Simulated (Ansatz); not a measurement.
# What NaMgBr3 (model cell, started as cubic perovskite with Mg in the octahedra) distorts into

Wanted: the energy along a soft mode of NaMgBr3 (model cell, started as cubic perovskite with Mg in the octahedra) and the structure at the end.

Main program and level: Ansatz 0.2.0; DFT PBE, scalar-relativistic, plane waves, PAW.

This is a report of a sequence of runs, with most program output left out.

The structure was built from a prototype and need not be the compound's stable phase.

**1. The structure**

It takes space group Pm-3m (No. 221, cubic). The conventional cell has a = 5.313 Å, b = 5.313 Å, c = 5.313 Å, α = 90.00°, β = 90.00°, γ = 90.00°. Nearest to Na lie 12 Br at 3.76 Å. Nearest to Mg lie 6 Br at 2.66 Å. Nearest to Br lie 2 Mg at 2.66 Å and 4 Na at 3.76 Å. Farther neighbours and most contacts between anions are not listed.

**2. Response at finite wavevector**

The cell comes from relaxations at this level that are not shown. Stability and thermal properties need the whole zone. Linear response on a 2×2×2 q mesh gives force constants as far as a supercell of that size would, and the tensors from the zone-centre run are typed in so that the long-range dipole term is interpolated apart.

input.yaml

```yaml
crystal:
  lattice:
    - [5.3131069714, 0.0, 0.0]
    - [0.0, 5.3131069714, 0.0]
    - [0.0, 0.0, 5.3131069714]
  atoms:
    - { symbol: Na, position: [0.0, 0.0, 0.0] }
    - { symbol: Mg, position: [0.5, 0.5, 0.5] }
    - { symbol: Br, position: [0.5, 0.5, 0.0] }
    - { symbol: Br, position: [0.5, 0.0, 0.5] }
    - { symbol: Br, position: [0.0, 0.5, 0.5] }
kpoints:
  mp_grid: { grid: [4, 4, 4] }
hamiltonian:
  xc: pbe
scf:
  occupations: { method: fixed }
output:
  eigenvalues: true
phonons:
  method: dfpt
  qmesh: [2, 2, 2]
  temperatures: { t_max: 1000, t_step: 50 }
  qpath:
    path:
      - [[0.0, 0.0, 0.0], [0.0, 0.5, 0.0], [0.5, 0.5, 0.0], [0.0, 0.0, 0.0], [0.5, 0.5, 0.5], [0.0, 0.5, 0.0]]
      - [[0.5, 0.5, 0.5], [0.5, 0.5, 0.0]]
    npoints: 10
  non_analytic_term:
    high_frequency_dielectric_tensor: [[3.1543, 0.0, 0.0], [0.0, 3.1543, 0.0], [0.0, 0.0, 3.1543]]
    born_effective_charges:
      - { species: Na, tensor: [[1.3661, 0.0, 0.0], [0.0, 1.3661, 0.0], [0.0, 0.0, 1.3661]] }
      - { species: Mg, tensor: [[2.4355, 0.0, 0.0], [0.0, 2.4355, 0.0], [0.0, 0.0, 2.4355]] }
      - { species: Br, tensor: [[-0.8514, 0.0, 0.0], [0.0, -0.8514, 0.0], [0.0, 0.0, -2.0989]] }
      - { species: Br, tensor: [[-0.8514, 0.0, 0.0], [0.0, -2.0989, 0.0], [0.0, 0.0, -0.8514]] }
      - { species: Br, tensor: [[-2.0989, 0.0, 0.0], [0.0, -0.8514, 0.0], [0.0, 0.0, -0.8514]] }
    source: "zone-centre run at this cell"
```

Launch:

```bash
$ ansatz run input.yaml --threads 4 --pin off --max-ram 14336MiB --backend cpu --events-out ev --progress --plain --runs-dir out
```

Wall time 47 s (4 threads of Arm Neoverse V2, shared host); peak memory 0.68 GiB; 3 min of CPU time.

A gap read on the k-mesh alone can miss the band edges.

This step gave:

```yaml
gap_on_the_k_mesh: 2.752 eV
volume_per_atom: 30.00 Å³
sum_rule_residual_before_enforcement: 1.29e-4 eV/Å²
lowest_frequency_on_the_path: -78.87 cm⁻¹
point_group: m-3m
highest_frequency_on_the_path_or_at_a_solved_wavevector: 272.3 cm⁻¹
highest_optical_mode_at_the_zone_centre_no_lo_to_term: 203.0 cm⁻¹
lowest_optical_zone_centre_mode: -78.87 cm⁻¹
lowest_mode_on_the_q_mesh_acoustic_modes_at_gamma_apart: -78.87 cm⁻¹
```

Frequencies (cm⁻¹) solved at each irreducible wavevector; negative means imaginary. Frequencies by wavevector, by row:

| q in reciprocal lattice units | star | mode 1 | mode 2 | mode 3 | mode 4 | mode 13 | mode 14 | mode 15 |
| --- | --- | --- | --- | --- | --- | --- | --- | --- |
| 0 0 0 | 1 | -78.9 | -78.9 | -78.9 | 0 | 203 | 203 | 203 |
| 0 0 -0.5 | 3 | -73.2 | -73.2 | 11.5 | 11.5 | 202.3 | 202.3 | 240.4 |
| 0 -0.5 -0.5 | 3 | -67.9 | -67.9 | -64.9 | -57.8 | 201.8 | 248.6 | 248.6 |
| -0.5 -0.5 -0.5 | 1 | -74.3 | -74.3 | -74.3 | -58 | 253.3 | 253.3 | 253.3 |

Interpolated from a 2×2×2 q mesh, with the LO-TO term (at Γ the limit along the path; where Γ stands inside the path, tables give the limit on arrival). The phonon branches at the labelled points (cm⁻¹):

| point | branch 1 | branch 2 | branch 3 | branch 4 | branch 12 | branch 13 | branch 14 | branch 15 |
| --- | --- | --- | --- | --- | --- | --- | --- | --- |
| Γ | -79 | -79 | -21 | 0 | 99 | 203 | 203 | 272 |
| halfway | -76 | -76 | 15 | 15 | 124 | 203 | 203 | 260 |
| X | -73 | -73 | 12 | 12 | 164 | 202 | 202 | 240 |
| halfway | -72 | -69 | -45 | -39 | 156 | 202 | 229 | 244 |
| M | -68 | -68 | -65 | -58 | 173 | 202 | 249 | 249 |
| halfway | -73 | -71 | -41 | -28 | 134 | 202 | 209 | 257 |
| Γ | -79 | -79 | -21 | 0 | 99 | 203 | 203 | 272 |
| halfway | -71 | -71 | -50 | -33 | 144 | 214 | 214 | 255 |
| R | -74 | -74 | -74 | -58 | 185 | 253 | 253 | 253 |
| halfway | -71 | -70 | -58 | -44 | 159 | 218 | 236 | 247 |
| X | -73 | -73 | 12 | 12 | 164 | 202 | 202 | 240 |
| jump to R | -74 | -74 | -74 | -58 | 185 | 253 | 253 | 253 |
| halfway | -70 | -70 | -70 | -58 | 173 | 228 | 251 | 251 |
| M | -68 | -68 | -65 | -58 | 173 | 202 | 249 | 249 |

Symmetry leaves 4 wavevectors to solve. The lowest mode among them, the acoustic zeros apart, lies at Γ and is imaginary, 78.9i cm⁻¹, so the energy falls along it.

**3. The mode frozen in, largest atomic shift 0 Å**

The mode followed lies at q = (0, 0, -0.5) with frequency 73.2i cm⁻¹ and is 2-fold degenerate, one of the unstable modes though not the softest. At small amplitude the distorted cell has space group no. 51 by a symmetry search on the positions. The undistorted cell that holds it gives the zero of energy on the same k mesh.

System of this step: NaMgBr3 (model cell, started as cubic perovskite with Mg in the octahedra). It takes space group Pm-3m (No. 221, cubic). Conventional cell: a = 5.313 Å, b = 5.313 Å, c = 5.313 Å, α = 90.00°, β = 90.00°, γ = 90.00°. Nearest to Na lie 12 Br at 3.76 Å. Mg has 6 Br at 2.66 Å nearest. Nearest to Br lie 2 Mg at 2.66 Å and 4 Na at 3.76 Å. Br has 2 Mg at 2.66 Å and 4 Na at 3.76 Å nearest. Farther neighbours and most contacts between anions are not listed.

input.yaml

```yaml
crystal:
  lattice:
    - [5.3131069714, 0.0, 0.0]
    - [0.0, 5.3131069714, 0.0]
    - [0.0, 0.0, 10.6262139428]
  atoms:
    - { symbol: Na, position: [0.0, 0.0, 0.0] }
    - { symbol: Na, position: [0.0, 0.0, 0.5] }
    - { symbol: Mg, position: [0.5, 0.5, 0.25] }
    - { symbol: Mg, position: [0.5, 0.5, 0.75] }
    - { symbol: Br, position: [0.5, 0.5, 0.5] }
    - { symbol: Br, position: [0.5, 0.5, 0.0] }
    - { symbol: Br, position: [0.5, 0.0, 0.25] }
    - { symbol: Br, position: [0.5, 0.0, 0.75] }
    - { symbol: Br, position: [0.0, 0.5, 0.25] }
    - { symbol: Br, position: [0.0, 0.5, 0.75] }
kpoints:
  mp_grid: { grid: [4, 4, 2] }
hamiltonian:
  xc: pbe
scf:
  occupations: { method: gaussian, width: 0.02 }
output:
  forces: true
  stress: true
  eigenvalues: true
```

It took 2 s on 4 threads; peak memory 0.68 GiB; 7.3 s of CPU time.

This step gave:

```yaml
pressure: 0.005500 GPa
energy_from_the_undistorted_cell: 0 meV/atom
```

At this level the gap is 2.75 eV on the k-mesh of the self-consistent run, which can miss the band edges.

**4. The mode frozen in, largest atomic shift 0.6 Å**

The atoms are moved along the unstable eigenvector, the largest shift by 0.6 Å, with the cell fixed.

input.yaml, the sections that differ from step 3:

```yaml
crystal:
  lattice:
    - [5.3131069714, 0.0, 0.0]
    - [0.0, 5.3131069714, 0.0]
    - [0.0, 0.0, 10.6262139428]
  atoms:
    - { symbol: Na, position: [0.112928274, 0.0, 0.0] }
    - { symbol: Na, position: [-0.112928274, 0.0, 0.5] }
    - { symbol: Mg, position: [0.5, 0.5, 0.25] }
    - { symbol: Mg, position: [0.5, 0.5, 0.75] }
    - { symbol: Br, position: [0.5174496594, 0.5, 0.5] }
    - { symbol: Br, position: [0.4825503406, 0.5, 0.0] }
    - { symbol: Br, position: [0.5, 0.0, 0.25] }
    - { symbol: Br, position: [0.5, 0.0, 0.75] }
    - { symbol: Br, position: [0.0, 0.5, 0.25] }
    - { symbol: Br, position: [0.0, 0.5, 0.75] }
# kpoints, hamiltonian, scf, output: as in step 3
```

It took 2.9 s on 4 threads; peak memory 0.72 GiB.

This step gave:

```yaml
pressure: 0.2326 GPa
gap_on_the_k_mesh: 2.702 eV
energy_from_the_undistorted_cell: -14.21 meV/atom
```

The energy, extrapolated to zero smearing, is -14.21 meV/atom against the undistorted cell.

The run ends at a pressure of 0.23 GPa, with forces up to 0.17 eV/Å.

**5. Energy along the mode, all amplitudes (two of the runs are shown above)**

An imaginary frequency means negative curvature, so the energy should fall and then rise again as anharmonic terms take over.

This step gave:

```yaml
depth_at_the_lowest_point_sampled: 14.21 meV/atom
largest_atomic_shift_at_that_point: 0.6 Å
```

The energy from the parent by largest atomic shift:

| largest atomic shift (Å) | energy from the parent (meV/atom) |
| --- | --- |
| 0.000 | 0 |
| 0.040 | -0.078 |
| 0.080 | -0.313 |
| 0.140 | -0.951 |
| 0.220 | -2.31 |
| 0.320 | -4.73 |
| 0.450 | -8.82 |
| 0.600 | -14.2 |

Displacement at unit largest shift by atom:

| atom | x (Å) | y (Å) | z (Å) | size |
| --- | --- | --- | --- | --- |
| Na1 | 1.00 | 0.00 | 0.00 | 1.00 |
| Na2 | -1.00 | 0.00 | 0.00 | 1.00 |
| Mg3 | 0.00 | 0.00 | 0.00 | 0.00 |
| Mg4 | 0.00 | 0.00 | 0.00 | 0.00 |
| Br5 | 0.15 | 0.00 | 0.00 | 0.15 |
| Br6 | -0.15 | 0.00 | 0.00 | 0.15 |
| Br7 | 0.00 | 0.00 | 0.00 | 0.00 |
| Br8 | 0.00 | 0.00 | 0.00 | 0.00 |
| Br9 | 0.00 | 0.00 | 0.00 | 0.00 |
| Br10 | 0.00 | 0.00 | 0.00 | 0.00 |

The lowest of the steps tried is the last one, at 0.6 Å, 14.2 meV/atom below the parent; the bottom of the well need not coincide with a step.

**6. Relaxing from the distorted cell**

Starting from the lowest point found, all atoms and the cell are let go, so that strain and other modes of the same symmetry can join in.

input.yaml: that of step 4 with these lines changed.

```diff
@@ -21,3 +21,3 @@
 scf:
-  occupations: { method: gaussian, width: 0.02 }
+  occupations: { method: fixed }
 output:
@@ -26 +26,6 @@
   eigenvalues: true
+relax:
+  adjacent_minimum: "off"
+  f_tol: 0.002
+  max_steps: 120
+  cell: { stress_tol: 0.03 }
```

It took 24 s on 4 threads; peak memory 0.78 GiB; 91 s of CPU time.

The steps of the relaxation:

| step | energy less that of the first step (eV) | largest force component (eV/Å) | pressure (GPa) | volume (Å³) |
| --- | --- | --- | --- | --- |
| 1 | 0.0000 | 0.1702 | 0.23 | 299.97 |
| 2 | -0.0295 | 0.1736 | -0.02 | 303.64 |
| 3 | -0.0953 | 0.1253 | 0.08 | 305.13 |
| 4 | -0.1321 | 0.0483 | 0.09 | 308.08 |
| 5 | -0.1440 | 0.0089 | 0.01 | 311.74 |
| 6 | -0.1460 | 0.0008 | 0.00 | 311.84 |
| 7* | -0.1465 | 0.0006 | 0.00 | 311.84 |

Relaxation steps marked * repeat the geometry before them on a plane-wave basis chosen anew for their cell, so energy and pressure can jump there.

The run keeps the 8 symmetry operations that it works with, so distortions that break them were not tested.

| cell as run | before | after | change |
| --- | --- | --- | --- |
| a (Å) | 5.313 | 5.333 | +0.4 % |
| b (Å) | 5.313 | 5.403 | +1.7 % |
| c (Å) | 10.626 | 10.823 | +1.9 % |
| volume (Å³/atom) | 30.00 | 31.18 | +4.0 % |

The atoms that moved most (Å, as changes of fractional coordinates times the final cell):

| atom | dx | dy | dz | length |
| --- | --- | --- | --- | --- |
| Na1 | 0.649 | 0.000 | 0.000 | 0.649 |
| Na2 | -0.649 | 0.000 | 0.000 | 0.649 |
| Br6 | -0.006 | 0.000 | 0.000 | 0.006 |
| Br5 | 0.006 | 0.000 | 0.000 | 0.006 |

This step gave:

- pressure: 2.93e-4 GPa
- gap on the k-mesh: 2.432 eV
- volume per atom: 31.18 Å³

The distorted start has space group Pmma; the relaxation ends in Pmma.

**7. The new phase in its own primitive cell**

The relaxed structure is symmetrised, reduced to its primitive cell and relaxed tightly, as its phonons need.

input.yaml

```yaml
crystal:
  lattice:
    - [10.823161659, 0.0, 0.0]
    - [0.0, 5.4026434354, 0.0]
    - [0.0, 0.0, 5.3329823809]
  atoms:
    - { symbol: Na, position: [0.75, 0.0, 0.2345544873] }
    - { symbol: Na, position: [0.25, 0.0, 0.7654455127] }
    - { symbol: Mg, position: [0.5, 0.5, 0.5] }
    - { symbol: Mg, position: [0.0, 0.5, 0.5] }
    - { symbol: Br, position: [0.25, 0.5, 0.5184939509] }
    - { symbol: Br, position: [0.75, 0.5, 0.4815060491] }
    - { symbol: Br, position: [0.5, 0.0, 0.5] }
    - { symbol: Br, position: [0.0, 0.0, 0.5] }
    - { symbol: Br, position: [0.5, 0.5, 0.0] }
    - { symbol: Br, position: [0.0, 0.5, 0.0] }
kpoints:
  mp_grid: { grid: [2, 4, 4] }
hamiltonian:
  xc: pbe
scf:
  occupations: { method: fixed }
output:
  forces: true
  stress: true
  eigenvalues: true
relax:
  adjacent_minimum: "off"
  f_tol: 0.001
  max_steps: 60
  cell: { stress_tol: 0.01 }
```

Wall time 8.5 s (4 threads); peak memory 0.79 GiB; 33 s of CPU time.

Little changed from the start: no atom moved by 0.005 Å and no cell edge by 0.1 %.

This step gave:

- pressure: 2.97e-4 GPa
- direct gap on mesh: 2.898 eV

The largest force component left is 0.62 meV/Å and the pressure is 0.000 GPa, within the tolerances set. The cell now holds 31.18 Å³/atom.

**8. Modes of the new phase, k-mesh 2×4×4**

A relaxed structure may still be a saddle point, so its zone-centre modes are computed. The response to a homogeneous field gives the Born charges and the dielectric tensor.

input.yaml: that of step 7 with these lines changed.

```diff
@@ -23,9 +23,6 @@
 output:
-  forces: true
-  stress: true
   eigenvalues: true
-relax:
-  adjacent_minimum: "off"
-  f_tol: 0.001
-  max_steps: 60
-  cell: { stress_tol: 0.01 }
+phonons:
+  method: dfpt
+  dielectric: true
+  rigid_motions: translations
```

Elapsed: 2.9 min, on 4 threads; peak memory 4.1 GiB.

This step gave:

```
sum-rule residual before enforcement                    : 3.98e-4 eV/Å²
miss of the charge sum rule                             : 0.01447 e
estimated error of the dielectric tensor                : 0.01081
estimated error of the Born charges                     : 0.01644 e
point group                                             : mmm
highest optical mode at the zone centre (no LO-TO term) : 226.3 cm⁻¹
lowest optical zone-centre mode                         : 15.23 cm⁻¹
mean high-frequency dielectric constant                 : 3.027
largest Born charge (third of the trace)                : 2.473 e
mean static dielectric constant                         : 29.57
top of the zone-centre spectrum with the field          : 265.1 cm⁻¹
```

Without the LO-TO term. Patterns of degenerate modes are one choice out of their space. The modes at Γ (shares of kinetic energy by element, %):

| mode | frequency (cm⁻¹) | symmetry | Na % | Mg % | Br % |
| --- | --- | --- | --- | --- | --- |
| 1 | 0.0 | acoustic | 8 | 8 | 84 |
| 2 | 0.0 | acoustic | 8 | 8 | 84 |
| 3 | 0.0 | acoustic | 8 | 8 | 84 |
| 4 | 15.2 | B3u | 25 | 3 | 72 |
| 5 | 21.7 | Au | 0 | 2 | 98 |
| 6 | 23.7 | B2u | 16 | 0 | 83 |
| 7 | 30.7 | B3u | 1 | 2 | 97 |
| 8 | 37.0 | B1u | 3 | 0 | 97 |
| 9 | 47.4 | B1u | 22 | 1 | 77 |
| 10 | 51.8 | B3g | 31 | 0 | 69 |
| 11 | 52.9 | Ag | 19 | 0 | 81 |
| 12 | 64.9 | B1u | 28 | 5 | 67 |
| 13 | 71.8 | B3u | 1 | 38 | 61 |
| 14 | 74.1 | B1u | 2 | 26 | 72 |
| 15 | 86.0 | Ag | 81 | 0 | 19 |
| 16 | 86.4 | Au | 0 | 39 | 61 |
| 17 | 87.3 | B2u | 6 | 34 | 60 |
| 18 | 93.6 | B3u | 27 | 26 | 47 |
| 19 | 95.1 | B1u | 36 | 5 | 59 |
| 20 | 96.5 | B3u | 37 | 9 | 53 |
| 21 | 105.7 | B2g | 70 | 0 | 30 |
| 22 | 113.1 | B2u | 69 | 1 | 30 |
| 23 | 114.8 | B3g | 69 | 0 | 31 |
| 24 | 157.0 | B2g | 30 | 0 | 70 |
| 25 | 166.9 | B3u | 0 | 54 | 46 |
| 26 | 172.1 | Au | 0 | 60 | 40 |
| 27 | 173.1 | B2u | 1 | 56 | 44 |
| 28 | 185.1 | B1u | 0 | 56 | 44 |
| 29 | 187.9 | B3u | 0 | 60 | 40 |
| 30 | 226.3 | B1u | 0 | 98 | 2 |

Displacements in mode 4 (15.2 cm⁻¹), the largest set to 1:
```
Na1 -1.00  0.00  0.00
Na2 -1.00  0.00  0.00
Mg3 -0.09  0.00  0.29
Mg4 -0.09  0.00 -0.29
Br5  0.04  0.00  0.00
Br6  0.04  0.00  0.00
Br7 -0.29  0.00  0.57
Br8 -0.29  0.00 -0.57
Br9  0.57  0.00  0.29
Br10 0.57  0.00 -0.29
```

Displacements in mode 24 (157.0 cm⁻¹), the largest set to 1:
```
Na1  1.00  0.00  0.00
Na2 -1.00  0.00  0.00
Mg3  0.00  0.00  0.00
Mg4  0.00  0.00  0.00
Br5  0.81  0.00  0.00
Br6 -0.81  0.00  0.00
Br7  0.00  0.00  0.00
Br8  0.00  0.00  0.00
Br9  0.00  0.00  0.00
Br10 0.00  0.00  0.00
```

Optical modes at the zone centre, without and with the macroscopic field of the longitudinal modes; each column is sorted by frequency, so a row need not hold one and the same mode. Modes with and without the field, by row:

| rank among optical modes | no field (cm⁻¹) | q along (1, 0, 0) (cm⁻¹) | q along (0, 1, 0) (cm⁻¹) | q along (0, 0, 1) (cm⁻¹) |
| --- | --- | --- | --- | --- |
| 1 | 15.2 | 21.7 | 15.2 | 15.2 |
| 2 | 21.7 | 23.7 | 21.7 | 21.7 |
| 3 | 23.7 | 28.4 | 30.7 | 23.7 |
| 4 | 30.7 | 36.2 | 36.2 | 30.7 |
| 5 | 37 | 37 | 37 | 37.3 |
| 6 | 47.4 | 47.4 | 47.4 | 51 |
| 7 | 51.8 | 51.8 | 51.8 | 51.8 |
| 8 | 52.9 | 52.9 | 52.9 | 52.9 |
| 9 | 64.9 | 64.9 | 64.9 | 65.3 |
| 10 | 71.8 | 74.1 | 71.8 | 71.8 |
| 11 | 74.1 | 74.3 | 74.1 | 78.3 |
| 12 | 86 | 86 | 86 | 86 |
| 13 | 86.4 | 86.4 | 86.4 | 86.4 |
| 14 | 87.3 | 87.3 | 90.8 | 87.3 |
| 15 | 93.6 | 93.6 | 93.6 | 93.6 |
| 16 | 95.1 | 95.1 | 95.1 | 96.5 |
| 17 | 96.5 | 105.7 | 96.5 | 105.7 |
| 18 | 105.7 | 113.1 | 105.7 | 112.8 |
| 19 | 113.1 | 114.8 | 114.8 | 113.1 |
| 20 | 114.8 | 121.1 | 133.5 | 114.8 |
| 21 | 157 | 157 | 157 | 157 |
| 22 | 166.9 | 172.1 | 166.9 | 166.9 |
| 23 | 172.1 | 173.1 | 172.1 | 172.1 |
| 24 | 173.1 | 184.9 | 185.1 | 173.1 |
| 25 | 185.1 | 185.1 | 187.9 | 187.9 |
| 26 | 187.9 | 226.3 | 226.3 | 224.4 |
| 27 | 226.3 | 250.8 | 253.7 | 265.1 |

Born charge (rows field, columns displacement) (e), principal values of the symmetric part by kind of site:

| atom | atoms with these values | low | middle | high | mean |
| --- | --- | --- | --- | --- | --- |
| Na1 | 2 | 1.00 | 1.30 | 1.30 | 1.20 |
| Mg3 | 2 | 2.41 | 2.45 | 2.55 | 2.47 |
| Br5 | 2 | -2.06 | -0.93 | -0.63 | -1.21 |
| Br7 | 2 | -2.07 | -1.01 | -0.58 | -1.22 |
| Br9 | 2 | -2.25 | -0.75 | -0.74 | -1.25 |

In full for Na1:

```
1.30 0.00 0.00
0.00 1.30 0.00
0.00 0.00 1.00
```

High-frequency dielectric tensor:

```
3.04 0.00 0.00
0.00 3.04 0.00
0.00 0.00 3.00
```

Static dielectric tensor (ions relaxed, fixed cell):

```
54.31  0.00  0.00
 0.00 23.06  0.00
 0.00  0.00 11.33
```

Transverse modes. Lines of the infrared spectrum (strongest = 100):

| position (cm⁻¹) | lines merged | relative intensity |
| --- | --- | --- |
| 15 | 1 | 12 |
| 22 | 1 | 0.0 |
| 24 | 1 | 9.0 |
| 31 | 1 | 1.0 |
| 37 | 1 | 0.4 |
| 47 | 1 | 4.8 |
| 52 | 1 | 0.0 |
| 53 | 1 | 0.0 |
| 65 | 1 | 1.0 |
| 72 | 1 | 5.8 |
| 74 | 1 | 8.5 |
| 86 | 2 | 0.0 |
| 87 | 1 | 10 |
| 94 | 1 | 0.0 |
| 95 | 1 | 24 |
| 96 | 1 | 44 |
| 106 | 1 | 0.0 |
| 113 | 1 | 45 |
| 115 | 1 | 0.0 |
| 157 | 1 | 0.0 |
| 167 | 1 | 72 |
| 172 | 1 | 0.0 |
| 173 | 1 | 83 |
| 185 | 1 | 100 |
| 188 | 1 | 12 |
| 226 | 1 | 3.0 |

Before it was imposed, the acoustic sum rule was missed by 4.0e-4 eV/Å² and the charge sum rule by 0.014 e. Small misses are needed for a sound result but don't prove that mesh and cutoff are converged. The lowest optical mode is real, 15.2 cm⁻¹.

The log warns of the k mesh: “the force constants stand on the 2×4×4 k-mesh, whose period is 12.56 times the interband length at k = (0.0000, 0.0000, 0.0000), direct gap 2.898 eV, under 14: take them and everything formed from them as unconverged”.

**9. Results**

- unstable mode of the parent: q = (0, 0, -0.5), 73i cm⁻¹
- depth at the lowest point sampled: 14.2 meV/atom
- largest atomic shift at that point: 0.6 Å
- space group reached (within 0.01 Å): Pmma
- energy gained over the parent (first relaxation, on the mesh of the frozen mode): 28.9 meV/atom
- volume per atom, phase reached: 31.2 Å³
- gap on the k-mesh, phase reached: 2.43 eV
- lowest optical zone-centre mode, phase reached: 15.2 cm⁻¹
- highest optical mode at the zone centre (no LO-TO term), phase reached: 226 cm⁻¹

**Reading.** Along this mode the structure falls into Pmma, 28.9 meV/atom below the parent. At the parent's cell the well is 14.21 meV/atom deep on the steps tried, with its lowest point at a shift of 0.6 Å. That is the last step tried, so the steps alone don't bracket the bottom of the well. Relaxing atoms and cell changes the gain by +14.65 meV/atom against the lowest step (energies at zero smearing). The new phase has no imaginary mode at the zone centre of its cell; other wavevectors were not checked. Of the 9 patterns followed to their end from this parent, this one ends 67.7 meV/atom above the lowest, Imma. Another end point lies within 1 meV/atom; how such a difference moves with mesh and cutoff was not tested. Each path keeps the symmetry of its pattern, so a lower phase may lie along a pattern not tried. With the field response the log warns that the k mesh is coarse for the force constants too, so the frequencies may not be converged. The starting cell was built on a prototype and not taken from a measurement, so the phase need not exist.

[Logs are printed without paths, hosts, clocks, repeated set-up lines and the standing remarks that a program may print on its own settings, such as how far it seeks lower states.]

[Hosts, paths, dates, database ids (printed as entryN), source tags and the programs' standing remarks are cut or masked in the printed files.]
